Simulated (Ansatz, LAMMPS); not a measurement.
# Glassy 89SiO2-11BaO (mol %) (165 atoms): geometry optimisation, part 3 of 3

Wanted: the relaxed structure of glassy 89SiO2-11BaO (mol %) (165 atoms) and its electronic structure.

Ansatz 0.2.0; Kohn-Sham DFT, RPBE, PAW (set soft_2), plane waves.

The cell: 51 Si, 6 Ba and 108 O. The quench rate of 25 K/ps is orders of magnitude faster than experiment. The starting topology of bonds comes from the classical model. The Brillouin zone is sampled at Γ only, in a cell whose shortest periodic width is 14 Å. No spin–orbit coupling is included.

So far, density (g/cm³): step 5 (local order after relaxation) 2.66.

## 6. Single point at the relaxed geometry

One more single point at the end of the walk gives the fuller output and checks the residual forces.

input.yaml

```yaml
crystal:
  lattice:
    - [13.55241, 0.0, 0.0]
    - [0.0, 13.55241, 0.0]
    - [0.0, 0.0, 13.55241]
  atoms:
    - { symbol: Si, position: [0.5881, 0.04018, 0.49144] }
    - { symbol: Si, position: [0.26676, 0.52517, 0.10567] }
    - { symbol: Si, position: [0.7125, 0.63113, 0.94088] }
    - { symbol: Si, position: [0.47993, 0.88416, 0.71152] }
    - { symbol: Si, position: [0.68237, 0.48896, 0.10627] }
    - { symbol: Si, position: [0.14509, 0.95875, 0.81706] }
    - { symbol: Si, position: [0.02359, 0.33839, 0.21878] }
    - { symbol: Si, position: [0.56811, 0.27972, 0.10802] }
    - { symbol: Si, position: [0.97465, 0.86902, 0.12875] }
    - { symbol: Si, position: [0.68968, 0.95059, 0.66685] }
    - { symbol: Si, position: [0.67384, 0.06326, 0.07004] }
    - { symbol: Si, position: [0.24476, 0.83511, 0.40745] }
    - { symbol: Si, position: [0.39966, 0.54125, 0.28932] }
    - { symbol: Si, position: [0.7982, 0.98425, 0.23504] }
    - { symbol: Si, position: [0.94625, 0.69861, 0.27403] }
    - { symbol: Si, position: [0.46027, 0.86793, 0.48193] }
    - { symbol: Si, position: [0.14312, 0.97593, 0.25014] }
    - { symbol: Si, position: [0.17894, 0.52167, 0.81486] }
    - { symbol: Si, position: [0.59547, 0.64463, 0.25651] }
    - { symbol: Si, position: [0.01369, 0.79586, 0.91283] }
    - { symbol: Si, position: [0.19676, 0.30686, 0.05988] }
    - { symbol: Si, position: [0.53524, 0.6752, 0.80141] }
    - { symbol: Si, position: [0.15709, 0.30092, 0.83532] }
    - { symbol: Si, position: [0.92506, 0.43868, 0.58922] }
    - { symbol: Si, position: [0.38153, 0.56426, 0.92113] }
    - { symbol: Si, position: [0.63139, 0.70563, 0.46834] }
    - { symbol: Si, position: [0.57362, 0.55395, 0.61659] }
    - { symbol: Si, position: [0.81349, 0.83982, 0.41081] }
    - { symbol: Si, position: [0.90771, 0.52526, 0.13535] }
    - { symbol: Si, position: [0.49129, 0.18172, 0.65012] }
    - { symbol: Si, position: [0.36409, 0.53243, 0.5124] }
    - { symbol: Si, position: [0.82081, 0.15787, 0.92343] }
    [... 127 atom lines left out ...]
    - { symbol: O, position: [0.18342, 0.94745, 0.69954] }
    - { symbol: O, position: [0.67031, 0.97082, 0.54661] }
    - { symbol: O, position: [0.10943, 0.29565, 0.14573] }
    - { symbol: O, position: [0.97834, 0.43516, 0.1672] }
    - { symbol: O, position: [0.04358, 0.84316, 0.60269] }
    - { symbol: O, position: [0.47421, 0.62236, 0.24326] }
kpoints:
  mp_grid: { grid: [1, 1, 1] }
hamiltonian:
  xc: rpbe
scf:
  occupations: { method: fixed }
output:
  forces: true
  stress: true
  populations: true
  dos:
    method: { smearing: { sigma: 0.1 } }
    de: 0.1
    projected: { site_lists: { Ba: [Ba], O: [O], Si: [Si] } }
  eigenvalues: true
  write_density: true
  write_potential: true
  volumetric_format: npy
  elf: true
```

The run is started by

```bash
> ansatz run input.yaml --threads 4 --pin off --max-ram 8192MiB --backend cpu --events-out ev --progress --plain --runs-dir out
```

Numbers of over 12 decimals in the logs are rounded to 6 here.

What it wrote:

```text
[...]
Crystal: 165 atoms, lattice volume = 2489.142 Å³
Basis set: ecut = 420 eV, 48501 PW (Γ), exchange–correlation on 192×192×192 points (8 copies of the dense FFT grid, shifted against one another)
Bands: 621, of which v1, the nominal top of the filled ones, is band 456 counted from 1 (455 counted from 0)
Symmetry: 1 space group operations
[...]
k-points: 1
[...]
SCF iter   1: F=—  HF=-130000.950351 eV  |F-HF|=—  |Δ(HF+E_count)|=         —  Δρ=3.36e-3  dr2=2.92e-1  ethr=1.77e-3  ⟨swp⟩=5.0  Hψ=2460  notcnv=0  defer=163
[...]
SCF iter  10: F=-130000.931515 eV  HF=-130000.931515 eV  |F-HF|=6.66e-9  |Δ(HF+E_count)|=   3.23e-8  Δρ=5.99e-7  dr2=7.81e-9  ethr=1.10e-11  ⟨swp⟩=10.0  Hψ=3971  notcnv=0
SCF 1 converged in 10 iterations: F = -130000.931515 eV  dr2 = 7.81e-9
[...]
WARN: The input density's exchange-correlation potential varies sharply where the density is thin. Do not read a vacuum level from v_tot or v_xc, or from such a field of the output density. On a cell that repeats whose density bears no net charge and no dipole along the vacuum's axis use v_es (v_loc + v_h of the components); [...]
SCF converged after 10 iterations
Free energy (F): -130000.931515 eV
[...]
Internal energy: -130000.931515 eV  (E = F + TS)
E sigma→0 (E₀):  -130000.931515 eV
Fermi energy:    3.414459 eV
[...]
--- Forces (eV/Å), atoms counted from 1 ---
  atom   1  Si    -0.00378158    -0.00427203     0.00032788
  atom   2  Si    -0.00679751    -0.00941743    -0.00426445
  atom   3  Si    -0.00501819     0.00430596    -0.00011372
  atom   4  Si    -0.00618481    -0.00068834     0.00531948
  atom   5  Si     0.00007921    -0.00561367    -0.00138037
  atom   6  Si    -0.00095017    -0.00837960     0.00135614
  atom   7  Si    -0.00568222    -0.00038047    -0.01897847
  atom   8  Si    -0.00620425     0.00358513     0.00356212
  atom   9  Si    -0.00066073    -0.00381884    -0.00114662
  atom  10  Si     0.00233550    -0.00691144     0.00488819
  atom  11  Si    -0.00267365    -0.00576746    -0.00009225
  atom  12  Si    -0.00215685     0.00842761     0.00322769
  atom  13  Si    -0.00394000    -0.01039728     0.00267551
  atom  14  Si    -0.00573193    -0.00601632     0.00759456
[...]
atom 164  O      0.00101136     0.00292555    -0.00143849
  atom 165  O     -0.00457012     0.00472329    -0.00691679
  max |Σ_I F_I| component: 2.65e-5 eV/Å
--- Stress (GPa, compression-positive) ---
        2.790874       0.588962       0.335381
        0.588961       1.716198       0.113281
        0.335379       0.113280       0.855875
  P = ⅓ Tr σ = 1.7876 GPa (17.876 kbar)
--- Band table (eV) ---
[...]
--- Löwdin populations: 165 sites ---
  site symbol       q [e]
     0     Si      2.2110
     1     Si      2.2024
     2     Si      2.4068
[...]
164      O      6.8130
  spilling = 0.013741 (of n_electrons = 912.000000)
```

Wall time 1.8 min (4 threads of Arm Neoverse V1, shared host); peak memory 3.9 GiB.

The program notes that the exchange-correlation potential is rough where the density is thin.

Numbers from this run:

```yaml
free_energy: -130000.9315 eV
free_energy_per_atom: -787.8844 eV/atom
scf_cycles: 10
pressure: 1.788 GPa
r_m_s_force_component: 0.00509 eV/Å
longest_force: 0.02937 eV/Å
fermi_energy: 3.414 eV
spacing_of_highest_filled_and_lowest_empty_level: 4.052 eV
spilling_of_the_projection: 0.01374
```

Löwdin charges by element and coordination (they lack the spilled electrons, 0.076 e an atom on average):

| element | coordination | atoms | mean charge (e) | spread | least | most |
| --- | --- | --- | --- | --- | --- | --- |
| Ba | all | 6 | 1.87 | 0.0133 | 1.85 | 1.88 |
| Ba | 5 | 3 | 1.87 | 0.0127 | 1.85 | 1.88 |
| Ba | 6 | 1 | 1.88 | 0 | 1.88 | 1.88 |
| Ba | 7 | 2 | 1.86 | 0.0026 | 1.85 | 1.86 |
| O | all | 108 | -0.824 | 0.0644 | -1.04 | -0.777 |
| O | 2 | 86 | -0.805 | 0.0368 | -1.00 | -0.777 |
| O | 3 | 21 | -0.900 | 0.0917 | -1.04 | -0.808 |
| O | 4 | 1 | -0.851 | 0 | -0.851 | -0.851 |
| Si | all | 51 | 1.77 | 0.0486 | 1.59 | 1.82 |

Density of states as counts of states in windows of 1 eV (from the Fermi level), total and the larger projections:

```
from (eV)  to (eV)  total    O p  Si p  Ba p
      -14      -12    0.0    0.0   0.0   0.0
      -12      -11    9.4    0.3   0.1   9.0
      -11      -10   36.7    7.8   0.4  24.9
      -10       -9   27.0   18.0   1.4   0.2
       -9       -8   28.5   19.7   2.6   0.1
       -8       -7   36.8   27.0   5.7   0.1
       -7       -6   75.7   58.6  14.8   0.1
       -6       -5   17.5   13.7   3.0   0.0
       -5       -4   83.1   69.4   7.6   0.1
       -4       -3  130.3  117.9   5.9   0.2
       -3       -2  133.2  125.2   3.2   0.3
       -2       -1   70.4   67.4   1.0   0.2
       -1        0   34.2   31.9   0.9   0.2
        0        1    1.0    0.9   0.0   0.0
        1        3    0.0    0.0   0.0   0.0
        3        4    0.6    0.0   0.0   0.0
        4        5    2.9    0.1   0.2   0.0
```

With fixed occupations the program's Fermi level is the highest filled level; weight inside the gap is the broadening of levels at its edges.

Between -26 and -14 eV lie 226 more states.

The levels nearest the highest filled one (over half full), pooled over k-points and spins:

```
level less the highest filled one (eV)  occupation
                                -0.394           2
                                -0.374           2
                                -0.355           2
                                -0.175           2
                               -0.0888           2
                                     0           2
                                  4.05           0
                                  4.98           0
                                  5.15           0
                                  5.19           0
                                  5.33           0
                                  5.36           0
```

ELF in the bc plane at fractional x = 0.365, with atoms of Si and Ba and O within 0.2 Å of it. It is the smooth field of the valence electrons, not physical close to the nuclei.

Values, 13 rows by 16 columns, each cell a mean:
```
0.34 0.62 0.42 0.04 0.12 0.07 0.11 0.30 0.30 0.43 0.20 0.08 0.01 0.24 0.63 0.59
0.55 0.68 0.65 0.35 0.74 0.53 0.12 0.32 0.23 0.23 0.28 0.29 0.02 0.11 0.36 0.26
0.15 0.31 0.39 0.29 0.61 0.51 0.04 0.02 0.14 0.15 0.04 0.04 0.01 0.39 0.80 0.71
0.06 0.62 0.80 0.57 0.06 0.04 0.00 0.00 0.01 0.01 0.00 0.00 0.01 0.11 0.37 0.32
0.02 0.39 0.56 0.23 0.04 0.03 0.06 0.03 0.04 0.09 0.04 0.00 0.01 0.27 0.42 0.16
0.01 0.01 0.05 0.21 0.18 0.26 0.65 0.51 0.13 0.22 0.10 0.01 0.03 0.32 0.53 0.27
0.00 0.00 0.07 0.27 0.22 0.41 0.72 0.70 0.26 0.33 0.10 0.01 0.22 0.43 0.28 0.04
0.00 0.00 0.04 0.41 0.73 0.36 0.22 0.17 0.67 0.68 0.53 0.03 0.60 0.66 0.71 0.12
0.00 0.00 0.06 0.46 0.65 0.26 0.11 0.16 0.49 0.60 0.25 0.01 0.31 0.61 0.41 0.04
0.04 0.13 0.07 0.02 0.04 0.03 0.15 0.19 0.47 0.26 0.06 0.02 0.01 0.03 0.01 0.00
0.65 0.73 0.72 0.08 0.01 0.00 0.01 0.15 0.50 0.21 0.02 0.01 0.00 0.00 0.00 0.08
0.72 0.36 0.72 0.11 0.01 0.02 0.11 0.06 0.31 0.46 0.30 0.03 0.00 0.07 0.25 0.17
0.27 0.45 0.22 0.06 0.02 0.01 0.05 0.05 0.64 0.73 0.64 0.07 0.01 0.35 0.77 0.70
```
Columns run along b (13.6 Å), rows up along c (13.6 Å). Atoms in or near the plane, at fractional coordinates: Si at (0.53, 0.51), Si at (0.18, 0.82), Si at (0.30, 0.50), Si at (0.97, 0.90), Ba at (0.09, 0.12), O at (0.84, 0.41), O at (0.09, 0.90), O at (0.57, 0.40), O at (0.58, 0.04).

Electrostatic potential energy in the bc plane at fractional x = 0.365, with atoms of Si and Ba and O within 0.2 Å of it. With pseudopotentials it is smooth inside the atoms' cores, unlike the true potential.

Ten even steps from '0' (-41 eV) to '9' (10 eV), each cell a mean:
```
88999999999999999987533689999999998557
26534799999999999985000279999999997300
15200466788899999986211489999999986200
58765300265589999998777899999999997543
99997200057899999999999999999999995478
99998544689999999999999999999999998799
99996226999999999999999999999999999999
99998558999999999999999999999999999999
99999999999999999999999999999999999999
99999999998889999988889999999999999999
99999999875346755762136899999999999999
99999999840003300330003799999999999999
99999999862015755762125899999998789999
99999999987778999988512699999971028999
99999999986799999998400499999972138999
99999999999999999987545899999999899999
99999999999999999873014799999999999999
99999999999999999874125899999999999999
98877889999999999987778999999999999999
85323578999999999999999999999999999998
63100258999999999999999999999999999998
73101268999999999999888999999999999998
87544689999999999999721399999999999999
99888999999999999999721389999999996348
```
Columns run along b (13.6 Å; values clipped at the 3rd and 97th percentile), rows up along c (13.6 Å). Atoms in or near the plane, at fractional coordinates: Si at (0.53, 0.51), Si at (0.18, 0.82), Si at (0.30, 0.50), Si at (0.97, 0.90), Ba at (0.09, 0.12), O at (0.84, 0.41), O at (0.09, 0.90), O at (0.57, 0.40), O at (0.58, 0.04).

Mean Löwdin charges: Ba +1.87, O -0.82, Si +1.77 e (they miss 1.4 % of the electrons, so they add up to more than the cell's charge).

A closer look about Si3, picked at random: 17 atoms, nearest first, numbered in the order of the input, with positions taken from that point.

```csv
atom,x,y,z,distance (Å),bonds,Löwdin charge (e)
Si3,0.00,0.00,0.00,0.00,4,1.59
O89,0.46,1.19,0.97,1.60,3,-0.99
O127,0.96,-0.77,-1.04,1.62,3,-1.04
O154,-0.91,-1.17,0.87,1.72,2,-0.81
O110,-1.09,0.93,-0.98,1.74,4,-0.85
Si5,-0.41,-1.93,2.24,2.98,4,1.78
Si22,-2.40,0.60,-1.89,3.11,4,1.77
O111,1.24,-2.06,2.12,3.20,2,-0.81
Ba53,0.82,3.31,-0.43,3.44,7,1.85
O153,2.81,1.72,-1.18,3.50,3,-1.02
O145,-2.13,-0.74,-2.80,3.60,2,-0.79
Ba52,-2.31,2.38,1.58,3.67,5,1.87
O105,-3.59,0.36,-0.76,3.68,2,-0.81
O159,3.41,-0.81,1.31,3.75,3,-0.81
Ba54,1.78,0.69,-3.24,3.76,5,1.85
O118,-0.83,-1.13,3.58,3.85,2,-0.80
Ba57,2.46,-2.81,-1.00,3.87,7,1.86
```

The column of bonds counts only the pairs O-Si within 2.08 Å, O-Ba within 3.29 Å; other neighbours, such as metal atoms beside each other in a compound, aren't counted, and periodic images can show an atom twice.

## 7. What came out

```json
{
 "energy change in the relaxation": "-86.67 meV/atom",
 "r.m.s. displacement": "0.252 Å",
 "largest displacement": "0.753 Å",
 "free energy per atom": "-787.8844 eV/atom",
 "pressure": "1.788 GPa",
 "r.m.s. force component": "0.00509 eV/Å",
 "gap (highest filled to lowest empty level)": "4.052 eV",
 "wall time of the 3 DFT runs": "16 min"
}
```

Relaxation lowers the energy by 86.7 meV/atom and moves atoms by 0.25 Å r.m.s.; the r.m.s. force component goes from 1.4 to 0.0051 eV/Å, the pressure goes from 7.6 to 1.8 GPa, and the gap from 3.17 to 4.05 eV. By the final cutoffs 5 of 240 bonded pairs parted and 4 joined. From the first step to the last the energy fell by 14.301 eV, and the largest move was 0.75 Å (O153). The O-Ba bonds change most in mean length: from 2.963 Å (spread 0.222) to 2.854 Å (spread 0.254), and their number from 36 to 35. With the cutoffs above, 50 % of Ba atoms have 5, 80 % of O atoms have 2 and all Si atoms have 4 bonded neighbours. 89 % of the oxygens bridge two formers (Si) and 11 % are non-bridging. The highest filled and lowest empty levels differ by 4.05 eV (at Γ alone); a semilocal functional tends to put such gaps too low. In a disordered cell it changes from sample to sample, and tail or defect levels can set it.

**Limits.** The starting topology of bonds comes from the classical model; in DFT 5 of its 240 bonded pairs passed out of the cutoffs and 4 came within them. The pressure of 1.8 GPa shows the cell to be compressed for this functional.

[Logs are printed without paths, hosts, clocks, repeated set-up lines and the standing remarks that a program may print on its own settings, such as how far it seeks lower states.]

[Hosts, paths, dates, database ids (printed as entryN), source tags and the programs' standing remarks are cut or masked in the printed files.]
